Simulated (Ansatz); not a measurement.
# Grüneisen parameters and expansion of ZnAu (Pm-3m), part 3 of 4

Wanted: mode Grüneisen parameters of ZnAu and a free-energy fit over volumes.

Ansatz 0.2.0; DFT PBE, scalar-relativistic, plane waves, PAW.

So far, highest frequency (cm⁻¹): step 5 (lattice dynamics at this volume, V/V0 1) 161.

## (6) A cell at another volume, V/V0 1.015

Symmetry fixes every atom, so a single point at the scaled cell gives the energy and pressure of this member.

The cell differs from the one that the last finished run ended in (a 3.186 → 3.202 Å, b 3.186 → 3.202 Å, c 3.186 → 3.202 Å).

File input.yaml:

```yaml
crystal:
  lattice:
    - [3.2020278828, 0.0, 0.0]
    - [0.0, 3.2020278828, 0.0]
    - [0.0, 0.0, 3.2020278828]
  atoms:
    - { symbol: Zn, position: [0.5, 0.5, 0.5] }
    - { symbol: Au, position: [0.0, 0.0, 0.0] }
kpoints:
  mp_grid: { grid: [16, 16, 16] }
hamiltonian:
  xc: pbe
scf:
  occupations: { method: methfessel_paxton, width: 0.2 }
output:
  forces: true
  stress: true
  eigenvalues: true
```

Started as:

```console
$ ansatz run input.yaml --threads 4 --pin off --max-ram 8192MiB --backend cpu --events-out ev --progress --plain --runs-dir out
```

Numbers of over 12 decimals in the logs are rounded to 6 here.

Log:

```text
[...]
Crystal: 2 atoms, lattice volume = 32.830 Å³
Basis set: ecut = 420 eV, 619 PW (Γ), exchange–correlation on 48×48×48 points (8 copies of the dense FFT grid, shifted against one another)
Bands: 20, of which v1, the nominal top of the filled ones, is band 16 counted from 1 (15 counted from 0)
Symmetry: 48 space group operations
[...]
k-points: 165 of 4096
[...]
SCF iter   1: F=—  HF=-16468.781037 eV  |F-HF|=—  |Δ(HF+E_count)|=         —  Δρ=1.61e-3  dr2=7.86e-4  ethr=1.77e-3  ⟨swp⟩=4.9  Hψ=13414  notcnv=0
[...]
SCF iter   6: F=-16468.782040 eV  HF=-16468.782040 eV  |F-HF|=5.33e-9  |Δ(HF+E_count)|=   7.95e-8  S|Δr|=    0.00e0  Δρ=5.22e-6  dr2=1.07e-8  ethr=3.23e-10  ⟨swp⟩=5.7  Hψ=13311  notcnv=0
SCF 1 converged in 6 iterations: F = -16468.782040 eV  dr2 = 1.07e-8
[...]
SCF converged after 6 iterations
[...]
Free energy (F): -16468.782040 eV
[...]
Internal energy: -16468.782152 eV  (E = F + TS)
E sigma→0 (E₀):  -16468.782068 eV
Entropy (-TS):   0.000112 eV (0.056 meV/atom)
Fermi energy:    15.913786 eV
[...]
--- Stress (GPa, compression-positive) ---
       -1.667312      -0.000000       0.000000
        0.000000      -1.667312       0.000000
       -0.000000       0.000000      -1.667312
  P = ⅓ Tr σ = -1.6673 GPa (-16.673 kbar)
--- Band table (eV; the first three rows and the last of 165) ---
  k-point 0: bands = [... 12 lower, 12.2919, 12.2919, 12.2919, 20.8467, 20.8467, 20.8467, 24.1580, 27.6604]
  k-point 1: bands = [... 12 lower, 12.2442, 12.2442, 12.2872, 20.2492, 20.9697, 20.9697, 24.5549, 27.6014]
  k-point 2: bands = [... 12 lower, 12.1127, 12.1127, 12.2735, 19.0317, 21.3272, 21.3272, 25.1322, 27.4350]
  k-point 164: bands = [... 12 lower, 12.8863, 12.8863, 17.1842, 19.2069, 19.6353, 19.6353, 19.6353, 21.5793]
```

It took 1.5 s on 4 threads of Arm Neoverse V1, shared host; peak memory 0.39 GiB.

This step gave:

```
pressure        : -1.667 GPa
volume per atom : 16.42 Å³
```

The run ends at a pressure of -1.67 GPa.

## (7) Lattice dynamics at this volume, V/V0 1.015

The same q-mesh and k-mesh are kept at every volume, so that much of their error can cancel in the differences.

input.yaml, the sections that differ from step 6:

```yaml
output:
  eigenvalues: true
phonons:
  method: dfpt
  qmesh: [4, 4, 4]
  temperatures: { t_max: 1000, t_step: 50 }
  qpath:
    path:
      - [[0.0, 0.0, 0.0], [0.0, 0.5, 0.0], [0.5, 0.5, 0.0], [0.0, 0.0, 0.0], [0.5, 0.5, 0.5], [0.0, 0.5, 0.0]]
      - [[0.5, 0.5, 0.5], [0.5, 0.5, 0.0]]
    npoints: 10
# crystal, kpoints, hamiltonian, scf: as in step 6
```

Log:

```text
[...]
Crystal: 2 atoms, lattice volume = 32.830 Å³
Basis set: ecut = 420 eV, 619 PW (Γ), exchange–correlation on 48×48×48 points (8 copies of the dense FFT grid, shifted against one another)
Bands: 20, of which v1, the nominal top of the filled ones, is band 16 counted from 1 (15 counted from 0)
Symmetry: 48 space group operations
k-points: 165 of 4096
[...]
interpolated dispersion: 62 rows × 6 modes
[...]
zero-point energy: 0.032522 eV/cell   skipped modes (ω ≤ 0): 5, of them read as no rigid motion or as one in doubt: 2 (3.000e-3 modes/cell left out, lowest -5.40 cm⁻¹)   left out of the sums: 5.62e-4 of the cell's modes: C_V's classical limit lies that fraction below 3 k_B per atom; for a crystal, a wire or a layer, F and S can be off by more, and a phonons.interpolated_qmesh denser along its periods is the remedy for the sampling
[key lines of the parts left out:]
SCF converged after 8 iterations
Free energy (F): -16468.782040 eV
Fermi energy:    15.913786 eV
```

The job ended after 10 min (4 threads; peak memory 3.5 GiB).

No LO-TO term. Phonon branches along the path, in cm⁻¹:

| point | branch 1 | branch 2 | branch 3 | branch 4 | branch 5 | branch 6 |
| --- | --- | --- | --- | --- | --- | --- |
| Γ | 0 | 0 | 0 | 122 | 122 | 122 |
| halfway | 36 | 36 | 65 | 116 | 116 | 137 |
| X | 46 | 46 | 89 | 108 | 108 | 150 |
| halfway | 33 | 49 | 53 | 108 | 138 | 152 |
| M | 15 | 15 | 53 | 110 | 155 | 155 |
| halfway | 6 | 46 | 68 | 112 | 133 | 140 |
| Γ | 0 | 0 | 0 | 122 | 122 | 122 |
| halfway | 33 | 33 | 58 | 132 | 132 | 136 |
| R | 72 | 72 | 72 | 128 | 128 | 128 |
| halfway | 32 | 45 | 55 | 118 | 138 | 148 |
| X | 46 | 46 | 89 | 108 | 108 | 150 |
| jump to R | 72 | 72 | 72 | 128 | 128 | 128 |
| halfway | 41 | 41 | 57 | 118 | 144 | 144 |
| M | 15 | 15 | 53 | 110 | 155 | 155 |

The phonon branches as a text plot (rows in cm⁻¹):

```
    151 |      ************                          *****    ***
    145 |     *     *     ***                      **        *
    138 |   **             ****         *****     ****     **
    131 |  *       *         * *       ***********    *   *
    125 |**       *           *********         ***    *  **
    118 | ***                 **** **              ***      **
    111 |    *** *************                        ***     ***
    105 |       **                                       *
     98 |
     91 |       *                                        *
     85 |      * *                                      *
     78 |     *
     71 |    *    *                          ****      *  *
     65 |   *      *       ****      ***     *   **        *
     58 |                      *        *   *    * ** *    ***
     51 |          **********       *    ****     *  ***    * ***
     45 |  *  ***** *        *  *          *      ***   **
     38 |   **    **     *    *          **        *  **     *
     31 | *         **         *   *   **           **
     25 |  *         ** *       **   **                       *
     18 |**           **            *                          **
     11 |*              **    **** *
      5 |                    *   *
     -2 |                 ***     *
         Γ      X      M          Γ            R        X|R     M
```

No mode is imaginary beyond numerical noise at the solved wavevectors. The highest zone-centre mode (no LO–TO term) moved by -5.0 % for a volume change of +1.5 %.

## (8) Single point at a scaled cell, V/V0 0.985

Symmetry fixes every atom, so a single point at the scaled cell gives the energy and pressure of this member.

The cell differs from the one that the last finished run ended in (a 3.202 → 3.170 Å, b 3.202 → 3.170 Å, c 3.202 → 3.170 Å).

input.yaml, the sections that differ from step 7:

```yaml
crystal:
  lattice:
    - [3.1701647951, 0.0, 0.0]
    - [0.0, 3.1701647951, 0.0]
    - [0.0, 0.0, 3.1701647951]
  atoms:
    - { symbol: Zn, position: [0.5, 0.5, 0.5] }
    - { symbol: Au, position: [0.0, 0.0, 0.0] }
output:
  forces: true
  stress: true
  eigenvalues: true
# kpoints, hamiltonian, scf: as in step 7
# phonons: removed
```

Log:

```text
[...]
Crystal: 2 atoms, lattice volume = 31.860 Å³
Basis set: ecut = 420 eV, 619 PW (Γ), exchange–correlation on 48×48×48 points (8 copies of the dense FFT grid, shifted against one another)
Bands: 20, of which v1, the nominal top of the filled ones, is band 16 counted from 1 (15 counted from 0)
Symmetry: 48 space group operations
[...]
k-points: 165 of 4096
[...]
--- Band table (eV; the first three rows and the last of 165) ---
  k-point 0: bands = [... 12 lower, 12.8830, 12.8830, 12.8830, 21.5329, 21.5329, 21.5329, 25.1691, 28.5071]
  k-point 1: bands = [... 12 lower, 12.8319, 12.8319, 12.8776, 20.9458, 21.6610, 21.6610, 25.5547, 28.4402]
  k-point 2: bands = [... 12 lower, 12.6912, 12.6912, 12.8622, 19.7260, 22.0326, 22.0326, 26.1171, 28.2523]
  k-point 164: bands = [... 12 lower, 13.4985, 13.4985, 17.9160, 20.0305, 20.3100, 20.3100, 20.3100, 22.3670]
[key lines of the parts left out:]
SCF converged after 6 iterations
Free energy (F): -16468.781862 eV
Fermi energy:    16.568885 eV
P = ⅓ Tr σ = 1.8395 GPa (18.395 kbar)
```

It took 1.5 s on 4 threads; peak memory 0.39 GiB; 5.2 s of CPU time.

The run ends at a pressure of 1.84 GPa.

## (9) Lattice dynamics at this volume, V/V0 0.985

The same q-mesh and k-mesh are kept at every volume, so that much of their error can cancel in the differences.

input.yaml, the sections that differ from step 8:

```yaml
output:
  eigenvalues: true
phonons:
  method: dfpt
  qmesh: [4, 4, 4]
  temperatures: { t_max: 1000, t_step: 50 }
  qpath:
    path:
      - [[0.0, 0.0, 0.0], [0.0, 0.5, 0.0], [0.5, 0.5, 0.0], [0.0, 0.0, 0.0], [0.5, 0.5, 0.5], [0.0, 0.5, 0.0]]
      - [[0.5, 0.5, 0.5], [0.5, 0.5, 0.0]]
    npoints: 10
# crystal, kpoints, hamiltonian, scf: as in step 8
```

Log:

```text
[...]
Crystal: 2 atoms, lattice volume = 31.860 Å³
Basis set: ecut = 420 eV, 619 PW (Γ), exchange–correlation on 48×48×48 points (8 copies of the dense FFT grid, shifted against one another)
Bands: 20, of which v1, the nominal top of the filled ones, is band 16 counted from 1 (15 counted from 0)
Symmetry: 48 space group operations
k-points: 165 of 4096
[...]
k-point 164: bands = [... 12 lower, 13.4984, 13.4984, 17.9160, 20.0304, 20.3100, 20.3100, 20.3100, 22.3670]
[...]
ASR residual: 5.015e-5 → 0.000e0 eV/Å²; symmetrization residual: 2.061e-6 eV/Å²
  ASR residual per site (eV/Å²): 2.06e-6 5.01e-5
  Γ frequencies (cm⁻¹): 0.00 0.00 0.00 134.56 134.56 134.56
--- Phonons (arbitrary-q DFPT): 10 irreducible q on the 4×4×4 mesh ---
[...]
interpolated dispersion: 62 rows × 6 modes
[...]
[key lines of the parts left out:]
SCF converged after 8 iterations
Free energy (F): -16468.781862 eV
Fermi energy:    16.568876 eV
```

Elapsed: 10 min, on 4 threads; peak memory 3.5 GiB; 39 min of CPU time.

No mode is imaginary beyond numerical noise at the solved wavevectors. The highest zone-centre mode (no LO–TO term) moved by +5.1 % for a volume change of -1.5 %.

## (10) Single point at a scaled cell, V/V0 1.03

Symmetry fixes every atom, so a single point at the scaled cell gives the energy and pressure of this member.

The cell differs from the one that the last finished run ended in (a 3.170 → 3.218 Å, b 3.170 → 3.218 Å, c 3.170 → 3.218 Å).

input.yaml, the sections that differ from step 9:

```yaml
crystal:
  lattice:
    - [3.2177243487, 0.0, 0.0]
    - [0.0, 3.2177243487, 0.0]
    - [0.0, 0.0, 3.2177243487]
  atoms:
    - { symbol: Zn, position: [0.5, 0.5, 0.5] }
    - { symbol: Au, position: [0.0, 0.0, 0.0] }
output:
  forces: true
  stress: true
  eigenvalues: true
# kpoints, hamiltonian, scf: as in step 9
# phonons: removed
```

Log:

```text
[...]
Crystal: 2 atoms, lattice volume = 33.316 Å³
Basis set: ecut = 420 eV, 619 PW (Γ), exchange–correlation on 48×48×48 points (8 copies of the dense FFT grid, shifted against one another)
Bands: 20, of which v1, the nominal top of the filled ones, is band 16 counted from 1 (15 counted from 0)
Symmetry: 48 space group operations
[...]
k-points: 165 of 4096
[...]
--- Band table (eV; the first three rows and the last of 165) ---
  k-point 0: bands = [... 12 lower, 12.0101, 12.0101, 12.0101, 20.5185, 20.5185, 20.5185, 23.6746, 27.2554]
  k-point 1: bands = [... 12 lower, 11.9640, 11.9640, 12.0057, 19.9154, 20.6390, 20.6390, 24.0776, 27.1996]
  k-point 2: bands = [... 12 lower, 11.8368, 11.8368, 11.9929, 18.6990, 20.9899, 20.9899, 24.6616, 27.0435]
  k-point 164: bands = [... 12 lower, 12.5943, 12.5943, 16.8334, 18.8137, 19.3133, 19.3133, 19.3133, 21.2031]
[key lines of the parts left out:]
SCF converged after 6 iterations
Free energy (F): -16468.774665 eV
Fermi energy:    15.600662 eV
P = ⅓ Tr σ = -3.1780 GPa (-31.780 kbar)
```

Wall time 1.4 s (4 threads); peak memory 0.39 GiB.

The run ends at a pressure of -3.18 GPa.

## (11) Lattice dynamics at this volume, V/V0 1.03

Phonons at this volume give one point of F(V, T); meshes stay fixed along the series.

input.yaml, the sections that differ from step 10:

```yaml
output:
  eigenvalues: true
phonons:
  method: dfpt
  qmesh: [4, 4, 4]
  temperatures: { t_max: 1000, t_step: 50 }
  qpath:
    path:
      - [[0.0, 0.0, 0.0], [0.0, 0.5, 0.0], [0.5, 0.5, 0.0], [0.0, 0.0, 0.0], [0.5, 0.5, 0.5], [0.0, 0.5, 0.0]]
      - [[0.5, 0.5, 0.5], [0.5, 0.5, 0.0]]
    npoints: 10
# crystal, kpoints, hamiltonian, scf: as in step 10
```

Log:

```text
[...]
Crystal: 2 atoms, lattice volume = 33.316 Å³
Basis set: ecut = 420 eV, 619 PW (Γ), exchange–correlation on 48×48×48 points (8 copies of the dense FFT grid, shifted against one another)
Bands: 20, of which v1, the nominal top of the filled ones, is band 16 counted from 1 (15 counted from 0)
Symmetry: 48 space group operations
k-points: 165 of 4096
[...]
k-point 164: bands = [... 12 lower, 12.5943, 12.5943, 16.8334, 18.8137, 19.3133, 19.3133, 19.3133, 21.2032]
[...]
ASR residual: 1.526e-4 → 0.000e0 eV/Å²; symmetrization residual: 1.966e-6 eV/Å²
  ASR residual per site (eV/Å²): 5.88e-9 1.53e-4
  Γ frequencies (cm⁻¹): 0.00 0.00 0.00 115.23 115.23 115.23
--- Phonons (arbitrary-q DFPT): 10 irreducible q on the 4×4×4 mesh ---
[...]
interpolated dispersion: 62 rows × 6 modes
[...]
[key lines of the parts left out:]
SCF converged after 8 iterations
Free energy (F): -16468.774665 eV
Fermi energy:    15.600669 eV
```

Wall time 10 min (4 threads); peak memory 3.5 GiB; 40 min of CPU time.

No mode is imaginary beyond numerical noise at the solved wavevectors. The highest zone-centre mode (no LO–TO term) moved by -10.0 % for a volume change of +3.0 %.

## (12) A cell at another volume, V/V0 0.97

Symmetry fixes every atom, so a single point at the scaled cell gives the energy and pressure of this member.

input.yaml, the sections that differ from step 11:

```yaml
crystal:
  lattice:
    - [3.1539902035, 0.0, 0.0]
    - [0.0, 3.1539902035, 0.0]
    - [0.0, 0.0, 3.1539902035]
  atoms:
    - { symbol: Zn, position: [0.5, 0.5, 0.5] }
    - { symbol: Au, position: [0.0, 0.0, 0.0] }
output:
  forces: true
  stress: true
  eigenvalues: true
# kpoints, hamiltonian, scf: as in step 11
# phonons: removed
```

Log:

```text
[...]
Crystal: 2 atoms, lattice volume = 31.375 Å³
Basis set: ecut = 420 eV, 619 PW (Γ), exchange–correlation on 48×48×48 points (8 copies of the dense FFT grid, shifted against one another)
Bands: 20, of which v1, the nominal top of the filled ones, is band 16 counted from 1 (15 counted from 0)
Symmetry: 48 space group operations
[...]
k-points: 165 of 4096
[...]
--- Band table (eV; the first three rows and the last of 165) ---
  k-point 0: bands = [... 12 lower, 13.1932, 13.1932, 13.1932, 21.8917, 21.8917, 21.8917, 25.6981, 28.9499]
  k-point 1: bands = [... 12 lower, 13.1402, 13.1402, 13.1874, 21.3093, 22.0224, 22.0224, 26.0783, 28.8784]
  k-point 2: bands = [... 12 lower, 12.9946, 12.9946, 13.1710, 20.0886, 22.4015, 22.4015, 26.6325, 28.6786]
  k-point 164: bands = [... 12 lower, 13.8196, 13.8196, 18.2979, 20.4623, 20.6638, 20.6638, 20.6638, 22.7798]
[key lines of the parts left out:]
SCF converged after 6 iterations
Free energy (F): -16468.773273 eV
Fermi energy:    16.911778 eV
P = ⅓ Tr σ = 3.8679 GPa (38.679 kbar)
```

It took 1.4 s on 4 threads; peak memory 0.39 GiB.

The run ends at a pressure of 3.87 GPa.

## (13) Lattice dynamics at this volume, V/V0 0.97

The same q-mesh and k-mesh are kept at every volume, so that much of their error can cancel in the differences.

input.yaml, the sections that differ from step 12:

```yaml
output:
  eigenvalues: true
phonons:
  method: dfpt
  qmesh: [4, 4, 4]
  temperatures: { t_max: 1000, t_step: 50 }
  qpath:
    path:
      - [[0.0, 0.0, 0.0], [0.0, 0.5, 0.0], [0.5, 0.5, 0.0], [0.0, 0.0, 0.0], [0.5, 0.5, 0.5], [0.0, 0.5, 0.0]]
      - [[0.5, 0.5, 0.5], [0.5, 0.5, 0.0]]
    npoints: 10
# crystal, kpoints, hamiltonian, scf: as in step 12
```

Log:

```text
[...]
Crystal: 2 atoms, lattice volume = 31.375 Å³
Basis set: ecut = 420 eV, 619 PW (Γ), exchange–correlation on 48×48×48 points (8 copies of the dense FFT grid, shifted against one another)
Bands: 20, of which v1, the nominal top of the filled ones, is band 16 counted from 1 (15 counted from 0)
Symmetry: 48 space group operations
k-points: 165 of 4096
[...]
k-point 164: bands = [... 12 lower, 13.8195, 13.8195, 18.2979, 20.4623, 20.6638, 20.6638, 20.6638, 22.7798]
[...]
ASR residual: 6.708e-5 → 0.000e0 eV/Å²; symmetrization residual: 3.346e-6 eV/Å²
  ASR residual per site (eV/Å²): 1.04e-5 6.71e-5
  Γ frequencies (cm⁻¹): 0.00 0.00 0.00 141.21 141.21 141.21
--- Phonons (arbitrary-q DFPT): 10 irreducible q on the 4×4×4 mesh ---
[...]
interpolated dispersion: 62 rows × 6 modes
[...]
[key lines of the parts left out:]
SCF converged after 8 iterations
Free energy (F): -16468.773273 eV
Fermi energy:    16.911770 eV
```

Wall time 9.9 min (4 threads); peak memory 3.4 GiB; 38 min of CPU time.

No mode is imaginary beyond numerical noise at the solved wavevectors. The highest zone-centre mode (no LO–TO term) moved by +10.3 % for a volume change of -3.0 %.

[end of part 3 of 4]

[Logs are printed without paths, hosts, clocks, repeated set-up lines and the standing remarks that a program may print on its own settings, such as how far it seeks lower states.]

[Hosts, paths, dates, database ids (printed as entryN), source tags and the programs' standing remarks are cut or masked in the printed files.]

[A step with changed settings may run another functional than the one named; its input shows which.]


